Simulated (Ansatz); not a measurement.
## What Sn2C (model cell, started as cuprite) distorts into

Wanted: the energy along a soft mode of Sn2C (model cell, started as cuprite) and the structure at the end.

Method: DFT PBEsol, scalar-relativistic, plane waves, PAW, in Ansatz 0.2.0.

Report form: the programs' logs are mostly left out.

The structure was built from a prototype and need not be the compound's stable phase.

## 1. The structure

Symmetry: Pn-3m, No. 224, cubic system. The conventional cell has a = 5.021 Å, b = 5.021 Å, c = 5.021 Å, α = 90.00°, β = 90.00°, γ = 90.00°. Nearest to C lie 4 Sn at 2.17 Å. Nearest to Sn lie 2 C at 2.17 Å. Farther neighbours are not listed.

## 2. Response at finite wavevector

The cell comes from relaxations at this level that are not shown. Stability and thermal properties need the whole zone. Linear response on a 2×2×2 q mesh gives force constants as far as a supercell of that size would.

File input.yaml:

```yaml
crystal:
  lattice:
    - [5.0213021337, 0.0, 0.0]
    - [0.0, 5.0213021337, 0.0]
    - [0.0, 0.0, 5.0213021337]
  atoms:
    - { symbol: C, position: [0.0, 0.0, 0.0] }
    - { symbol: C, position: [0.5, 0.5, 0.5] }
    - { symbol: Sn, position: [0.25, 0.25, 0.25] }
    - { symbol: Sn, position: [0.75, 0.75, 0.25] }
    - { symbol: Sn, position: [0.75, 0.25, 0.75] }
    - { symbol: Sn, position: [0.25, 0.75, 0.75] }
kpoints:
  mp_grid: { grid: [8, 8, 8] }
hamiltonian:
  xc: pbesol
scf:
  occupations: { method: methfessel_paxton, width: 0.2 }
output:
  eigenvalues: true
phonons:
  method: dfpt
  qmesh: [2, 2, 2]
  temperatures: { t_max: 1000, t_step: 50 }
  qpath:
    path:
      - [[0.0, 0.0, 0.0], [0.0, 0.5, 0.0], [0.5, 0.5, 0.0], [0.0, 0.0, 0.0], [0.5, 0.5, 0.5], [0.0, 0.5, 0.0]]
      - [[0.5, 0.5, 0.5], [0.5, 0.5, 0.0]]
    npoints: 10
```

On the command line:

```console
$ ansatz run input.yaml --threads 8 --pin off --max-ram 14336MiB --backend cpu --events-out ev --progress --plain --runs-dir out
```

Elapsed: 2.1 min, on 8 threads of Arm Neoverse V2, shared host; peak memory 3.4 GiB; 16 min of CPU time.

Numbers from this step:

| Item | Value |
| --- | --- |
| volume per atom | 21.10 Å³ |
| gap on the k-mesh | 0 eV |
| sum-rule residual before enforcement | 3.88e-6 eV/Å² |
| lowest frequency on the path | -184.3 cm⁻¹ |
| point group | m-3m |
| highest frequency on the path or at a solved wavevector | 535.2 cm⁻¹ |
| highest optical mode at the zone centre (no LO-TO term) | 501.7 cm⁻¹ |
| lowest optical zone-centre mode | -92.19 cm⁻¹ |
| lowest mode on the q mesh (acoustic modes at Γ apart) | -184.3 cm⁻¹ |

Frequencies (cm⁻¹) solved at each irreducible wavevector; negative means imaginary. Frequencies by wavevector, by row:

```csv
q in reciprocal lattice units,star,mode 1,mode 2,mode 3,mode 4,mode 16,mode 17,mode 18
0 0 0,1,-92.2,-92.2,-92.2,-77.8,501.7,501.7,501.7
0 0 -0.5,3,-92.7,-92.7,-74.2,-74.2,428,531.6,531.6
0 -0.5 -0.5,3,-184.3,-184.3,-81.5,-81.5,441,512.2,512.2
-0.5 -0.5 -0.5,1,-137.9,-137.9,-137.9,-81.8,496.2,496.2,496.2
```

Interpolated from a 2×2×2 q mesh. Phonon branches along the path, in cm⁻¹:

```
    point  branch 1  branch 2  branch 3  branch 4  branch 15  branch 16  branch 17  branch 18
        Γ       -92       -92       -92       -78        362        502        502        502
  halfway       -94       -84       -84       -84        381        479        518        518
        X       -93       -93       -74       -74        428        428        532        532
  halfway      -130      -130       -89       -89        432        432        526        526
        M      -184      -184       -82       -82        441        441        512        512
  halfway      -108      -104       -90       -88        395        471        517        526
        Γ       -92       -92       -92       -78        362        502        502        502
  halfway      -118      -118      -104       -84        338        506        510        510
        R      -138      -138      -138       -82        378        496        496        496
  halfway      -138      -126      -124       -86        352        487        502        527
        X       -93       -93       -74       -74        428        428        532        532
jump to R      -138      -138      -138       -82        378        496        496        496
  halfway      -154      -154      -114       -82        399        480        510        510
        M      -184      -184       -82       -82        441        441        512        512
```

Symmetry leaves 4 wavevectors to solve. The lowest mode among them, the acoustic zeros apart, lies at q = (0, -0.5, -0.5) and is imaginary, 184.3i cm⁻¹, so the energy falls along it.

## 3. The mode frozen in, largest atomic shift 0 Å

The mode followed lies at q = (-0.5, -0.5, -0.5) with frequency 137.9i cm⁻¹ and is 3-fold degenerate, one of the unstable modes though not the softest. At small amplitude the distorted cell has space group no. 141 by a symmetry search on the positions. The undistorted cell that holds it gives the zero of energy on the same k mesh.

System of this step: Sn2C (model cell, started as cuprite). Symmetry: Pn-3m, No. 224, cubic system. Conventional cell: a = 5.021 Å, b = 5.021 Å, c = 5.021 Å, α = 90.00°, β = 90.00°, γ = 90.00°. C has 4 Sn at 2.17 Å nearest. Nearest to Sn lie 2 C at 2.17 Å. Farther neighbours are not listed.

File input.yaml:

```yaml
crystal:
  lattice:
    - [5.0213021337, 5.0213021337, 0.0]
    - [5.0213021337, 0.0, 5.0213021337]
    - [5.0213021337, 0.0, -5.0213021337]
  atoms:
    - { symbol: C, position: [0.0, 0.0, 0.0] }
    - { symbol: C, position: [0.0, 0.5, 0.5] }
    - { symbol: C, position: [0.5, 0.25, 0.75] }
    - { symbol: C, position: [0.5, 0.75, 0.25] }
    - { symbol: Sn, position: [0.25, 0.125, 0.875] }
    - { symbol: Sn, position: [0.25, 0.625, 0.375] }
    - { symbol: Sn, position: [0.75, 0.125, 0.875] }
    - { symbol: Sn, position: [0.75, 0.625, 0.375] }
    - { symbol: Sn, position: [0.25, 0.625, 0.875] }
    - { symbol: Sn, position: [0.25, 0.125, 0.375] }
    - { symbol: Sn, position: [0.75, 0.125, 0.375] }
    - { symbol: Sn, position: [0.75, 0.625, 0.875] }
kpoints:
  mp_grid: { grid: [8, 8, 8] }
hamiltonian:
  xc: pbesol
scf:
  occupations: { method: methfessel_paxton, width: 0.2 }
output:
  forces: true
  stress: true
  eigenvalues: true
```

The job ended after 3.8 s (8 threads; peak memory 1.3 GiB; 28 s of CPU time).

Numbers from this step:

```yaml
pressure: -0.02680 GPa
energy_from_the_undistorted_cell: 0 meV/atom
```

The run ends at a pressure of -0.03 GPa.

## 4. The mode frozen in, largest atomic shift 0.32 Å

The atoms are moved along the unstable eigenvector, the largest shift by 0.32 Å, with the cell fixed.

File input.yaml:

```yaml
crystal:
  lattice:
    - [5.0213021337, 5.0213021337, 0.0]
    - [5.0213021337, 0.0, 5.0213021337]
    - [5.0213021337, 0.0, -5.0213021337]
  atoms:
    - { symbol: C, position: [0.0637284894, -0.0318642447, -0.0318642447] }
    - { symbol: C, position: [-0.0637284894, 0.5318642447, 0.5318642447] }
    - { symbol: C, position: [0.5637284894, 0.2181357553, 0.7181357553] }
    - { symbol: C, position: [0.4362715106, 0.7818642447, 0.2818642447] }
    - { symbol: Sn, position: [0.2267590538, 0.1649245323, 0.8866204731] }
    - { symbol: Sn, position: [0.2732409462, 0.5850754677, 0.3633795269] }
    - { symbol: Sn, position: [0.7267590538, 0.1366204731, 0.9149245323] }
    - { symbol: Sn, position: [0.7732409462, 0.6133795269, 0.3350754677] }
    - { symbol: Sn, position: [0.2267590538, 0.6083164138, 0.8866204731] }
    - { symbol: Sn, position: [0.2732409462, 0.1416835862, 0.3633795269] }
    - { symbol: Sn, position: [0.7267590538, 0.1366204731, 0.3583164138] }
    - { symbol: Sn, position: [0.7732409462, 0.6133795269, 0.8916835862] }
kpoints:
  mp_grid: { grid: [8, 8, 8] }
hamiltonian:
  xc: pbesol
scf:
  occupations: { method: methfessel_paxton, width: 0.2 }
output:
  forces: true
  stress: true
  eigenvalues: true
```

Wall time 8 s (8 threads); peak memory 1.6 GiB.

Numbers from this step:

```yaml
pressure: 0.3512 GPa
energy_from_the_undistorted_cell: -51.41 meV/atom
```

The energy, extrapolated to zero smearing, is -51.41 meV/atom against the undistorted cell.

The run ends at a pressure of 0.35 GPa, with forces up to 0.58 eV/Å.

## 5. Energy along the mode, all amplitudes (two of the runs are shown above)

An imaginary frequency means negative curvature, so the energy should fall and then rise again as anharmonic terms take over.

This step gave:

```
depth at the lowest point sampled  : 51.41 meV/atom
largest atomic shift at that point : 0.32 Å
```

Table of energy from the parent by largest atomic shift:

| largest atomic shift (Å) | energy from the parent (meV/atom) |
| --- | --- |
| 0.000 | 0 |
| 0.040 | -2.10 |
| 0.080 | -7.61 |
| 0.140 | -19.7 |
| 0.220 | -38.7 |
| 0.320 | -51.4 |
| 0.450 | -17.8 |
| 0.600 | 163 |

Displacement at unit largest shift by atom:

| atom | x (Å) | y (Å) | z (Å) | size |
| --- | --- | --- | --- | --- |
| C1 | 0.00 | 1.00 | 0.00 | 1.00 |
| C2 | 0.00 | -1.00 | 0.00 | 1.00 |
| C3 | 0.00 | 1.00 | 0.00 | 1.00 |
| C4 | 0.00 | -1.00 | 0.00 | 1.00 |
| Sn5 | 0.44 | -0.36 | 0.44 | 0.73 |
| Sn6 | -0.44 | 0.36 | -0.44 | 0.73 |
| Sn7 | 0.44 | -0.36 | -0.44 | 0.73 |
| Sn8 | -0.44 | 0.36 | 0.44 | 0.73 |
| Sn9 | -0.44 | -0.36 | -0.44 | 0.73 |
| Sn10 | 0.44 | 0.36 | 0.44 | 0.73 |
| Sn11 | -0.44 | -0.36 | 0.44 | 0.73 |
| Sn12 | 0.44 | 0.36 | -0.44 | 0.73 |

The lowest of the steps tried is at 0.32 Å, 51.4 meV/atom below the parent; the bottom of the well need not coincide with a step.

## 6. Relaxing from the distorted cell

Starting from the lowest point found, all atoms and the cell are let go, so that strain and other modes of the same symmetry can join in.

input.yaml, as its differences from that of step 4:

```diff
@@ -28 +28,6 @@
   eigenvalues: true
+relax:
+  adjacent_minimum: "off"
+  f_tol: 0.002
+  max_steps: 120
+  cell: { stress_tol: 0.03 }
```

It took 93 s on 8 threads; peak memory 1.7 GiB.

The steps of the relaxation:

```csv
step,energy less that of the first step (eV),largest force component (eV/Å),pressure (GPa),volume (Å³)
1,0.0000,0.5807,0.35,253.21
2,-0.6209,0.0670,0.91,251.76
3,-0.7714,0.1911,0.95,249.26
4,-0.8219,0.1126,-0.33,250.13
5,-0.8354,0.0325,0.08,247.41
6,-0.8360,0.0063,-0.01,248.07
7,-0.8361,0.0028,0.00,247.99
8,-0.8361,0.0001,0.00,248.00
9*,-0.8467,0.0008,0.03,248.00
10,-0.8470,0.0009,0.00,247.93
11*,-0.8469,0.0008,0.00,247.93
```

Relaxation steps marked * repeat the geometry before them on a plane-wave basis chosen anew for their cell, so energy and pressure can jump there.

Forces are held to the 16 operations that the run works with; a distortion that breaks them can't arise in this run.

```csv
"conventional cell, symmetrised",before,after,change
a (Å),7.101,7.454,+5.0 %
b (Å),7.101,7.454,+5.0 %
c (Å),10.043,8.923,-11.1 %
volume (Å³/atom),21.10,20.66,-2.1 %
```

The atoms that moved most (Å, as changes of fractional coordinates times the final cell):

| atom | dx | dy | dz | length |
| --- | --- | --- | --- | --- |
| C2 | 0.000 | -0.090 | 0.000 | 0.090 |
| C1 | 0.000 | 0.090 | 0.000 | 0.090 |
| C4 | 0.000 | -0.090 | 0.000 | 0.090 |
| C3 | 0.000 | 0.090 | 0.000 | 0.090 |
| Sn10 | 0.027 | 0.027 | 0.027 | 0.047 |
| Sn7 | 0.027 | -0.027 | -0.027 | 0.047 |
| Sn11 | -0.027 | -0.027 | 0.027 | 0.047 |
| Sn9 | -0.027 | -0.027 | -0.027 | 0.047 |

The relaxed structure:

```
C Sn
1.0
     5.27107    4.46169    0.00000
     5.27107    0.00000    5.27107
     5.27107    0.00000   -5.27107
C Sn
4 8
Direct
  0.08391 0.95804 0.95804
  0.91609 0.54196 0.54196
  0.58391 0.20804 0.70804
  0.41609 0.79196 0.29196
  0.22081 0.17302 0.88960
  0.27919 0.57698 0.36040
  0.72081 0.13960 0.92302
  0.77919 0.61040 0.32698
  0.22081 0.60617 0.88960
  0.27919 0.14383 0.36040
  0.72081 0.13960 0.35617
  0.77919 0.61040 0.89383
```

This step gave:

* pressure: 0.002602 GPa
* volume per atom: 20.66 Å³

The distorted start has space group I4_1/amd; the relaxation ends in I4_1/amd.

## 7. Results

- unstable mode of the parent: q = (-0.5, -0.5, -0.5), 138i cm⁻¹
- depth at the lowest point sampled: 51.4 meV/atom
- largest atomic shift at that point: 0.32 Å
- space group reached (within 0.01 Å): I4_1/amd
- energy gained over the parent (first relaxation, on the mesh of the frozen mode): 122 meV/atom
- volume per atom, phase reached: 20.7 Å³

In words: Along this mode the structure falls into I4_1/amd, 122 meV/atom below the parent. At the parent's cell the well is 51.41 meV/atom deep on the steps tried, with its lowest point at a shift of 0.32 Å. Relaxing atoms and cell changes the gain by +70.52 meV/atom against the lowest step (energies at zero smearing). The modes of the phase reached were not computed on this path. Of the 6 patterns followed to their end from this parent, this one ends 269 meV/atom above the lowest, R-3m. Each path keeps the symmetry of its pattern, so a lower phase may lie along a pattern not tried. With no gap, or one that is small against the smearing, the frequencies hang on the k mesh and the smearing, most of all near Kohn anomalies. Spin-orbit coupling is left out, which can matter for the heavy elements here. A phonon run warned that its eigensolver left some bands unconverged in a pass. The starting cell was built on a prototype and not taken from a measurement, so the phase need not exist.

[Logs are printed without paths, hosts, clocks, repeated set-up lines and the standing remarks that a program may print on its own settings, such as how far it seeks lower states.]

[Hosts, paths, dates, database ids (printed as entryN), source tags and the programs' standing remarks are cut or masked in the printed files.]
